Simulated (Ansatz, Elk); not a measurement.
# How far do independent atoms describe HfMg3B2?

Structure refinements treat a crystal as free atoms side by side. For a made-up structure of HfMg3B2 (cell and positions from a PBE relaxation) the runs below show what the calculated density changes in F(hkl).

Main program and level: Elk 11.2.3 (patched build); DFT, PBE, all-electron APW+lo, Dirac cores, scalar-relativistic bands, static density, no spin.

The structure was built from a prototype and need not be the compound's stable phase.

**1. Starting point**

It takes space group P6/mmm (No. 191, hexagonal). The conventional cell has a = 5.394 Å, b = 5.394 Å, c = 3.655 Å, α = 90.00°, β = 90.00°, γ = 120.00°. Hf has 6 B at 3.11 Å and 12 Mg at 3.26 Å nearest. Nearest to Mg lie 4 B at 2.40 Å and 4 Mg at 2.70 Å and 4 Hf at 3.26 Å. B has 6 Mg at 2.40 Å and 3 Hf at 3.11 Å and 3 B at 3.11 Å nearest. Farther neighbours are not listed.

**2. Ground state and structure factors**

An all-electron density is needed, since X-rays see the cores too. Task 0 finds the density and task 195 Fourier-transforms it; tshift is off so that phases refer to the origin typed.

The input, elk.in:

```
tasks
  0
  195

xctype
  20

spinpol
  .false.

rgkmax
  7.0

gmaxvr
  14.0

lmaxo
  7

lmaxapw
  8

swidth
  0.002

tshift
  .false.

ramdisk
  .false.

hmaxvr
  5.5

maxscl
  120

epspot
  1e-06

sppath
  './'

avec
  10.19332888954 0.00000000000 0.00000000000
  -5.09666444477 8.82768176747 -0.00000000000
  0.00000000000 0.00000000000 6.90741814400

atoms
  3
  'Hf.in'
  1
  0.0000000000 -0.0000000000 -0.0000000000   0.000000 0.000000 0.000000
  'Mg.in'
  3
  0.0000000000 0.5000000000 0.5000000000   0.000000 0.000000 0.000000
  0.5000000000 0.5000000000 0.5000000000   0.000000 0.000000 0.000000
  0.5000000000 -0.0000000000 0.5000000000   0.000000 0.000000 0.000000
  'B.in'
  2
  0.6666666667 0.3333333333 -0.0000000000   0.000000 0.000000 0.000000
  0.3333333333 0.6666666667 0.0000000000   0.000000 0.000000 0.000000

ngridk
  5 5 6
```

Launch:

```console
$ OMP_NUM_THREADS=4 elk
```

Numbers of over 12 decimals in the logs are rounded to 6 here.

What it wrote:

```text
┌─────────────────────────┐
│ Elk code version 11.2.3 │
└─────────────────────────┘

All units are atomic (Hartree, Bohr, etc.)

┌─────────────────────────────────────────────────┐
│ Ground-state run starting from atomic densities │
└─────────────────────────────────────────────────┘

Lattice vectors :
   10.19332889       0.000000000       0.000000000
  -5.096664445       8.827681767      -0.000000000
   0.000000000       0.000000000       6.907418144

Reciprocal lattice vectors :
  0.6164017050      0.3558796903      -0.000000000
   0.000000000      0.7117593806       0.000000000
  -0.000000000       0.000000000      0.9096286306

Unit cell volume      :    621.5534090
Brillouin zone volume :   0.3990810924

Muffin-tin inner radius fraction :   0.1000000000E-01

Nuclei treated as point charges

Species : 1 (Hf)
 parameters loaded from : Hf.in
 name : hafnium
 nuclear charge    :   -72.00000000
 electronic charge :    72.00000000
 atomic mass :    325367.3659
 muffin-tin radius :    2.800000000
 number of radial points in muffin-tin :   1393
 inner part over the whole radius :   0.9942779402E-02
 number on inner part of muffin-tin    :    999
 approximate nuclear radius :   0.1000320365E-03
 number of mesh points to nuclear radius :    518
 atomic positions (lattice), magnetic fields (Cartesian) :
  1 :   0.00000000  0.00000000  0.00000000    0.00000000  0.00000000  0.00000000

Species : 2 (Mg)
 parameters loaded from : Mg.in
 name : magnesium
 nuclear charge    :   -12.00000000
 electronic charge :    12.00000000
 atomic mass :    44305.30466
 muffin-tin radius :    2.200000000
 number of radial points in muffin-tin :    793
 inner part over the whole radius :   0.9941530515E-02
 number on inner part of muffin-tin    :    552
 approximate nuclear radius :   0.5710277704E-04
 number of mesh points to nuclear radius :    241
 atomic positions (lattice), magnetic fields (Cartesian) :
  1 :   0.00000000  0.50000000  0.50000000    0.00000000  0.00000000  0.00000000
  2 :   0.50000000  0.50000000  0.50000000    0.00000000  0.00000000  0.00000000
  3 :   0.50000000  0.00000000  0.50000000    0.00000000  0.00000000  0.00000000

Species : 3 (B)
 parameters loaded from : B.in
 name : boron
 nuclear charge    :   -5.000000000
 electronic charge :    5.000000000
 atomic mass :    19707.24742
 muffin-tin radius :    1.800000000
 number of radial points in muffin-tin :    593
 inner part over the whole radius :   0.9957276294E-02
 number on inner part of muffin-tin    :    405
 approximate nuclear radius :   0.4534157419E-04
 number of mesh points to nuclear radius :    161
 atomic positions (lattice), magnetic fields (Cartesian) :
  1 :  -0.33333333  0.33333333  0.00000000    0.00000000  0.00000000  0.00000000
  2 :   0.33333333 -0.33333333  0.00000000    0.00000000  0.00000000  0.00000000

Total number of atoms per unit cell :    6
Total muffin-tin volume :    274.6170858
 ratio of muffin-tin to unit cell volume :   0.4418237948

Spin treatment :
 spin-unpolarised

Number of Bravais lattice symmetries :   24
Number of crystal symmetries         :   24
Crystal has inversion symmetry
Real symmetric eigensolver will be used

k-point grid :      5     5     6
k-point offset :    0.000000000       0.000000000       0.000000000
k-point set is reduced with full crystal symmetry group
Total number of k-points :       20

Muffin-tin radius times maximum |G+k| :    7.000000000
 using average radius
Maximum |G+k| for APW functions       :    3.230769231
Maximum (1/2)|G+k|²                   :    5.218934911
Maximum |G| for potential and density :    14.00000000
Constant for pseudocharge density :   10
 order of it for each species :   17  17  17
 order of it for pair densities of each species (exact exchange by exxq0 0: 18) :   16  10   5
Radial integration step length :    1

G-vector grid sizes :     48    48    32
Number of G-vectors :    28795

Maximum angular momentum used for
 APW functions            :    8
 outer part of muffin-tin :    7
[...]
Madelung                    :     -19584.185173036
 xc potential                :     -451.03091444540
 exchange                    :     -361.20398847981
 correlation                 :     -6.009804
 electron entropic           :    -0.11946295890675E-02
 total energy                :     -15749.647320488

Density of states at Fermi energy :    90.50164138
 (states/Hartree/unit cell)

Estimated indirect band gap :   0.4352853566E-02
 from k-point 13 to k-point 19
Estimated direct band gap   :   0.5634631066E-02
 at k-point 4

Charges :
 core                        :    56.00000000
 valence                     :    62.00000000
 interstitial                :    8.524385385
 muffin-tins (core leakage)
  species : 1 (Hf)
[...]
species : 2 (Mg)
[...]
species : 3 (B)
[...]
total in muffin-tins        :    109.4756146
 total calculated charge     :    117.9996335
 total charge                :    118.0000000
 error                       :   0.3664752566E-03

RMS change in Kohn-Sham potential (target) :    2.270827785     (  0.1000000000E-05)
Absolute change in total energy (target)   :   0.6578041130     (  0.1000000000E-03)

[... loops 3 to 17 left out ...]

┌──────────────────┐
│ Loop number : 18 │
└──────────────────┘

Energies :
 Fermi                       :     0.219765
 sum of occupied eigenvalues :     -9580.1633928013
 electron kinetic            :      17540.005934965
 core electron kinetic       :      16798.339485618
 Coulomb                     :     -32921.059370268
 Coulomb potential           :     -26640.704275021
 nuclear-nuclear             :     -1200.7141083940
 electron-nuclear            :     -36818.477987654
 Hartree                     :      5098.1327257802
 Madelung                    :     -19600.707232758
 xc potential                :     -479.46505274590
 exchange                    :     -361.32628997100
 correlation                 :     -6.035374
 electron entropic           :    -0.11190046801106E-02
 total energy                :     -15748.416218564

Density of states at Fermi energy :    81.55917364
 (states/Hartree/unit cell)

Estimated indirect band gap :   0.1683469288E-02
 from k-point 20 to k-point 4
Estimated direct band gap   :   0.6533066000E-02
 at k-point 7

Charges :
 core                        :    56.00000000
 valence                     :    62.00000000
 interstitial                :    8.562649870
 muffin-tins (core leakage)
  species : 1 (Hf)
[...]
species : 2 (Mg)
[...]
species : 3 (B)
[...]
total in muffin-tins        :    109.4373501
 total calculated charge     :    117.9996809
 total charge                :    118.0000000
 error                       :   0.3190575562E-03

RMS change in Kohn-Sham potential (target) :   0.5917067007E-06 (  0.1000000000E-05)
Absolute change in total energy (target)   :   0.5264513675E-05 (  0.1000000000E-03)

Convergence targets achieved

┌──────────────────┐
│ Loop number : 19 │
└──────────────────┘

Energies :
 Fermi                       :     0.219765
 sum of occupied eigenvalues :     -9580.1633983032
 electron kinetic            :      17540.005931178
 core electron kinetic       :      16798.339481874
 Coulomb                     :     -32921.059370597
 Coulomb potential           :     -26640.704262628
 nuclear-nuclear             :     -1200.7141083940
 electron-nuclear            :     -36818.478000990
 Hartree                     :      5098.1327387869
 Madelung                    :     -19600.707239283
 xc potential                :     -479.46506685338
 exchange                    :     -361.32629002230
 correlation                 :     -6.035374
 electron entropic           :    -0.11190044283871E-02
 total energy                :     -15748.416222735

Density of states at Fermi energy :    81.55915866
 (states/Hartree/unit cell)

Estimated indirect band gap :   0.1683469188E-02
 from k-point 20 to k-point 4
Estimated direct band gap   :   0.6533031197E-02
 at k-point 7

Charges :
 core                        :    56.00000000
 valence                     :    62.00000000
 interstitial                :    8.562649798
 muffin-tins (core leakage)
  species : 1 (Hf)
[...]
species : 2 (Mg)
[...]
atom 3                    :    10.65992639     ( -0.9828258785E-07)
  species : 3 (B)
   atom 1                    :    3.725359973     (  0.6625561827E-04)
   atom 2                    :    3.725359973     (  0.6625561827E-04)
 total in muffin-tins        :    109.4373502
 total calculated charge     :    117.9996809
 total charge                :    118.0000000
 error                       :   0.3190575400E-03

┌──────────────────────────────┐
│ Self-consistent loop stopped │
└──────────────────────────────┘

Wrote STATE.OUT
```

It took 22 s on 4 threads of AMD EPYC 9R14 (Zen 4), shared host; peak memory 0.23 GiB; 56 s of CPU time.

SFACRHO.OUT:

```text

h k l indices transformed by vhmat matrix:
   1.000000000       0.000000000       0.000000000    
   0.000000000       1.000000000       0.000000000    
   0.000000000       0.000000000       1.000000000    

      h      k      l  multipl.   |H|            Re(F)            Im(F)           |F|

      0      0      0      1   0.0000000       118.00000      0.14197363E-16   118.00000    
      0      1      0      6  0.71175938       52.718482      0.21564466E-14   52.718482    
      0      0     -1      2  0.90962863       43.153798     -0.32902786E-14   43.153798    
      0      1      1     12   1.1550003       68.374024     -0.32346699E-14   68.374024    
     -1     -1      0      6   1.2328034       58.923791      0.10701586E-14   58.923791    
     -2      2      0      6   1.4235188       82.498502      -0.0000000       82.498502    
     -1     -1      1     12   1.5320667       71.722316      0.15753569E-14   71.722316    
      0      2     -1     12   1.6893282       30.825180      0.10782233E-14   30.825180    
      0      0     -2      2   1.8192573       82.925231      0.57471887E-14   82.925231    
     -2     -1      0     12   1.8831383       45.471437     -0.18868908E-14   45.471437    
      0      1     -2     12   1.9535348       45.052876      -0.0000000       45.052876    
     -1     -2      1     24   2.0913235       58.419637     -0.59302281E-14   58.419637    
     -3      3      0      6   2.1352781       49.268114     -0.65625918E-14   49.268114    
     -1     -1      2     12   2.1976126       48.496005      0.39774236E-14   48.496005    
      2     -2     -2     12   2.3100006       69.693163      0.37737815E-14   69.693163    
     -3      0     -1     12   2.3209561       61.251996      0.58573769E-14   61.251996    
     -2      4      0      6   2.4656068       72.668480     -0.64163342E-14   72.668480    
      3      1      0     12   2.5662849       40.402045      -0.0000000       40.402045
```

Elk indexes on the primitive cell of elk.in and gives |H| = 4π sin θ/λ in inverse bohr. Below, one row stands for each form hkl of the conventional cell (m members, Friedel mates merged), F is for one primitive cell and the density is static (no thermal factor). Free-atom factors are Waasmaier and Kirfel's, and R is Σm||F|−|F'||/Σm|F|.

| hkl | m | sin θ/λ (Å⁻¹) | abs F, DFT | neutral atoms | diff. |
| --- | --- | --- | --- | --- | --- |
| 100 | 6 | 0.107 | 52.718 | 53.020 | -0.301 |
| 001 | 2 | 0.137 | 43.154 | 43.022 | +0.132 |
| 101 | 12 | 0.174 | 68.374 | 68.775 | -0.401 |
| 110 | 6 | 0.185 | 58.924 | 58.630 | +0.294 |
| 200 | 6 | 0.214 | 82.499 | 82.978 | -0.480 |
| 111 | 12 | 0.230 | 71.722 | 71.953 | -0.230 |
| 201 | 12 | 0.254 | 30.825 | 30.879 | -0.054 |
| 002 | 2 | 0.274 | 82.925 | 83.427 | -0.501 |
| 210 | 12 | 0.283 | 45.471 | 45.501 | -0.029 |
| 102 | 12 | 0.294 | 45.053 | 44.974 | +0.078 |
| 211 | 24 | 0.315 | 58.420 | 58.466 | -0.046 |
| 300 | 6 | 0.321 | 49.268 | 49.289 | -0.021 |
| 112 | 12 | 0.331 | 48.496 | 48.724 | -0.228 |
| 202 | 12 | 0.347 | 69.693 | 69.713 | -0.020 |
| 301 | 12 | 0.349 | 61.252 | 61.294 | -0.041 |
| 220 | 6 | 0.371 | 72.668 | 72.642 | +0.026 |
| 310 | 12 | 0.386 | 40.402 | 40.471 | -0.069 |
| 212 | 24 | 0.394 | 40.057 | 40.107 | -0.051 |
| 221 | 12 | 0.395 | 32.583 | 32.599 | -0.016 |
| 311 | 24 | 0.409 | 51.480 | 51.553 | -0.073 |
| 003 | 2 | 0.410 | 32.094 | 32.193 | -0.099 |
| 302 | 12 | 0.422 | 43.692 | 43.761 | -0.069 |

**3. The highest occupied states alone**

An energy window below the Fermi level keeps the highest occupied states, to see at which angles they scatter; shallow core shells can lie inside it and anion s states outside. No new self-consistency is needed.

Changes to elk.in since step 2:

```diff
@@ -1,3 +1,2 @@
 tasks
-  0
   195
@@ -40,2 +39,5 @@
 
+wsfac
+  -0.147730 0.519760
+
 sppath
```

Launch:

```console
$ OMP_NUM_THREADS=4 elk
```

What it wrote:

```text
┌─────────────────────────────────┐
│ Elk code version 11.2.3 started │
└─────────────────────────────────┘

Info(readinput): the functional depends on the density's gradient
 muffin-tin radial points multiplied by    2.00000
 (not where nrmtscf is given)

┌────────────────────┐
│ Current task : 195 │
└────────────────────┘

Info(sfacrho): density structure factors written to SFACRHO.OUT

 Energy window :  -0.1477300000      0.5197600000

┌──────────────────┐
│ Elk code stopped │
└──────────────────┘
```

It took 6.5 s on 4 threads; peak memory 0.16 GiB.

States within 10 eV below the Fermi level hold 16.00 electrons; any levels below the window count with the cores. Their amplitudes can exceed the total, where window and core parts have opposite phase:

| hkl | sin θ/λ (Å⁻¹) | abs F, window | abs F, all |
| --- | --- | --- | --- |
| 100 | 0.107 | 1.302 | 52.718 |
| 001 | 0.137 | 3.107 | 43.154 |
| 101 | 0.174 | 0.844 | 68.374 |
| 110 | 0.185 | 2.485 | 58.924 |
| 200 | 0.214 | 0.876 | 82.499 |
| 111 | 0.230 | 1.003 | 71.722 |
| 201 | 0.254 | 0.195 | 30.825 |
| 002 | 0.274 | 0.105 | 82.925 |
| 210 | 0.283 | 0.107 | 45.471 |
| 102 | 0.294 | 0.023 | 45.053 |

**4. Another functional**

The difference from free atoms is small, so it is set against the change that LDA (Perdew-Wang) makes.

Changes to elk.in since step 3:

```diff
@@ -1,2 +1,3 @@
 tasks
+  0
   195
@@ -4,3 +5,3 @@
 xctype
-  20
+  3
 
@@ -39,5 +40,2 @@
 
-wsfac
-  -0.147730 0.519760
-
 sppath
```

Launch:

```console
$ OMP_NUM_THREADS=4 elk
```

What it wrote:

```text
┌─────────────────────────┐
│ Elk code version 11.2.3 │
└─────────────────────────┘

All units are atomic (Hartree, Bohr, etc.)

┌─────────────────────────────────────────────────┐
│ Ground-state run starting from atomic densities │
└─────────────────────────────────────────────────┘

Lattice vectors :
   10.19332889       0.000000000       0.000000000
  -5.096664445       8.827681767      -0.000000000
   0.000000000       0.000000000       6.907418144

Reciprocal lattice vectors :
  0.6164017050      0.3558796903      -0.000000000
[...]
interstitial                :    8.487990414
 muffin-tins (core leakage)
  species : 1 (Hf)
[...]
species : 2 (Mg)
[...]
species : 3 (B)
   atom 1                    :    3.719102106     (  0.6839744919E-04)
   atom 2                    :    3.719102106     (  0.6839744919E-04)
 total in muffin-tins        :    109.5120096
 total calculated charge     :    117.9996829
 total charge                :    118.0000000
 error                       :   0.3171203503E-03

┌──────────────────────────────┐
│ Self-consistent loop stopped │
└──────────────────────────────┘

Wrote STATE.OUT
[key lines of the parts left out:]
total energy                :     -15736.501590229
```

It took 12 s on 4 threads; peak memory 0.18 GiB.

Against the first run R = 0.04 %; the largest change is -0.062 at 202.

**5. Basis size**

The basis and the expansions that go with it are enlarged, to see whether the differences are converged.

Changes to elk.in since step 4:

```diff
@@ -5,3 +5,3 @@
 xctype
-  3
+  20
 
@@ -11,12 +11,12 @@
 rgkmax
-  7.0
+  8.5
 
 gmaxvr
-  14.0
+  18.0
 
 lmaxo
-  7
+  9
 
 lmaxapw
-  8
+  10
```

Launch:

```console
$ OMP_NUM_THREADS=4 elk
```

What it wrote:

```text
┌─────────────────────────┐
│ Elk code version 11.2.3 │
└─────────────────────────┘

All units are atomic (Hartree, Bohr, etc.)

┌─────────────────────────────────────────────────┐
│ Ground-state run starting from atomic densities │
└─────────────────────────────────────────────────┘

Lattice vectors :
   10.19332889       0.000000000       0.000000000
  -5.096664445       8.827681767      -0.000000000
   0.000000000       0.000000000       6.907418144

Reciprocal lattice vectors :
  0.6164017050      0.3558796903      -0.000000000
[...]
interstitial                :    8.556200763
 muffin-tins (core leakage)
  species : 1 (Hf)
[...]
species : 2 (Mg)
[...]
species : 3 (B)
   atom 1                    :    3.727743207     (  0.6628794535E-04)
   atom 2                    :    3.727743207     (  0.6628794535E-04)
 total in muffin-tins        :    109.4437992
 total calculated charge     :    117.9998933
 total charge                :    118.0000000
 error                       :   0.1066967608E-03

┌──────────────────────────────┐
│ Self-consistent loop stopped │
└──────────────────────────────┘

Wrote STATE.OUT
[key lines of the parts left out:]
total energy                :     -15748.419489311
```

It took 47 s on 4 threads; peak memory 0.43 GiB; 2 min of CPU time.

Against the first run R = 0.00 %; the largest change is -0.005 at 004.

**6. Settings against the effect**

| run | R against the first run (%) | R against neutral atoms, low angle (%) | wall time |
| --- | --- | --- | --- |
| PBE, rgkmax 7 | 0.00 | 0.38 | 22 s |
| LDA (Perdew-Wang) | 0.04 | 0.37 | 12 s |
| rgkmax 8.5 with larger expansions | 0.00 | 0.38 | 47 s |

**7. What came out**

```yaml
r_against_neutral_atoms_sin_theta_lambda_0p3_a_minus1: 0.38 %
r_against_neutral_atoms_0p3_to_0p82_a_minus1: 0.19 %
```

What this shows: Independent neutral atoms miss the calculated amplitudes by R = 0.38 % below 0.3 Å⁻¹ and 0.19 % from there to 0.82 Å⁻¹; by shells, 0.51 % below 0.15 Å⁻¹ (2 forms), 0.37 % 0.15 to 0.3 (8 forms), 0.12 % 0.3 to 0.45 (15 forms), 0.20 % above 0.45 (89 forms). Bonding, aspherical density and the tables' own atoms all enter these figures, and the runs don't part them. The largest change of an amplitude is -0.50 electrons, at 002. The window's part falls from 16.0 electrons at the origin to at most 0.21 between 0.45 and 0.82 Å⁻¹. Below 0.3 Å⁻¹ the changes that finished (LDA (Perdew-Wang) and rgkmax 8.5 with larger expansions) move F by R = 0.02 % at most, against the 0.38 % that separates it from free atoms. The k-mesh has no finished test. Spin-orbit coupling is left out, which can matter for elements this heavy. Part of the difference isn't bonding: the tables are fits to free atoms and ions calculated by other methods than this functional. Thermal motion, anomalous dispersion and extinction are left out.

[Logs are printed without paths, hosts, clocks, repeated set-up lines and the standing remarks that a program may print on its own settings, such as how far it seeks lower states.]

[Hosts, paths, dates, database ids (printed as entryN), source tags and the programs' standing remarks are cut or masked in the printed files.]
